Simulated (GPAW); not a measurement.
Consider zinc-blende (ZnSe)1-x(CdSe)x, x = 0.125.

```xyz
16
Lattice="0.0000 5.7157 5.7157 5.7157 0.0000 5.7157 5.7157 5.7157 0.0000" Properties=species:S:1:pos:R:3 pbc="T T T"
Cd   11.4231   11.4169   11.4232
Se    1.4908    1.4877    1.4817
Zn    8.5663    8.5789   11.4168
Se    4.2152    4.2182    1.4982
Zn    8.5717   11.4228    8.5681
Se    4.2162    1.4940    4.2214
Zn    5.7215    8.5740    8.5765
Se    7.1428    4.2923    4.2847
Zn    5.7138    2.8543    8.5673
Se    1.5016    4.2188    4.2169
Zn    2.8766    5.7323    2.8737
Se    4.2992    7.1556    4.2982
Zn    8.5764    8.5768    5.7318
Se    4.2928    4.2903    7.1459
Zn    5.7324    5.7267    5.7287
Se    7.1589    7.1502    7.1626
```

Absorber: atom 2, with 3 Zn at 2.44 Å and 1 Cd at 2.59 Å (distorted tetrahedral). Method: GPAW, revPBE, excited-electron core hole (neutral cell), 16-atom cell with 8.1 Å between holes, 4×4×4 k points, dipole transitions, Gaussian full width 2.33 eV up to 4 eV, rising linearly to 3.5 eV at 25 eV.

**Question.** Where do the maxima of the Se K edge fall?

Main maxima up to 28 eV above the zero (height): 6.6 eV (1.48), 15.2 eV (1.03) and 26.0 eV (1.09). A K edge sees empty p states on the absorber. 

The Se K spectrum (energy from the bottom of the conduction band, which holds the excited electron; intensity scaled to a mean of 1 over the first 20 eV):

```csv
E (eV),intensity
-2.0,0.00
-1.5,0.00
-1.0,0.01
-0.5,0.04
0.0,0.12
0.5,0.26
1.0,0.49
1.5,0.77
2.0,1.06
2.5,1.26
3.0,1.36
3.5,1.37
4.0,1.36
4.5,1.36
5.0,1.36
5.5,1.39
6.0,1.44
6.5,1.48
7.0,1.47
7.5,1.40
8.0,1.30
8.5,1.18
9.0,1.05
9.5,0.91
10.0,0.78
10.5,0.67
11.0,0.60
11.5,0.59
12.0,0.64
12.5,0.71
13.0,0.80
13.5,0.89
14.0,0.96
14.5,1.01
15.0,1.03
15.5,1.02
16.0,1.01
16.5,0.99
17.0,0.97
17.5,0.95
18.0,0.91
18.5,0.87
19.0,0.83
19.5,0.80
20.0,0.80
20.5,0.82
21.0,0.86
21.5,0.91
22.0,0.94
22.5,0.96
23.0,0.96
23.5,0.97
24.0,0.98
24.5,1.00
25.0,1.04
25.5,1.07
26.0,1.09
26.5,1.08
27.0,1.04
27.5,0.98
28.0,0.91
28.5,0.85
29.0,0.81
```

The script folds with a Gaussian, whereas the core hole's own line is a Lorentzian, so the onset is too steep and the first peak too high. Lifetime broadening is put in by hand, and intensities beyond about 20 eV depend on it and on the partial waves.

[Banner, clock and machine lines of the logs are left out without a mark of their own.]

[Logs are printed without paths, hosts, clocks, repeated set-up lines and the standing remarks that a program may print on its own settings, such as how far it seeks lower states.]

[Hosts, paths, dates, database ids (printed as entryN), source tags and the programs' standing remarks are cut or masked in the printed files.]

[Lists of maxima count a maximum above −3 eV only where it reaches 4 % of the highest in the window and stands out from its surroundings by 2 % of it (1.5 % where it reaches 55 %); shoulders and weaker maxima are passed over, and of the rest the first, up to two pre-edge ones and the few strongest are named.]
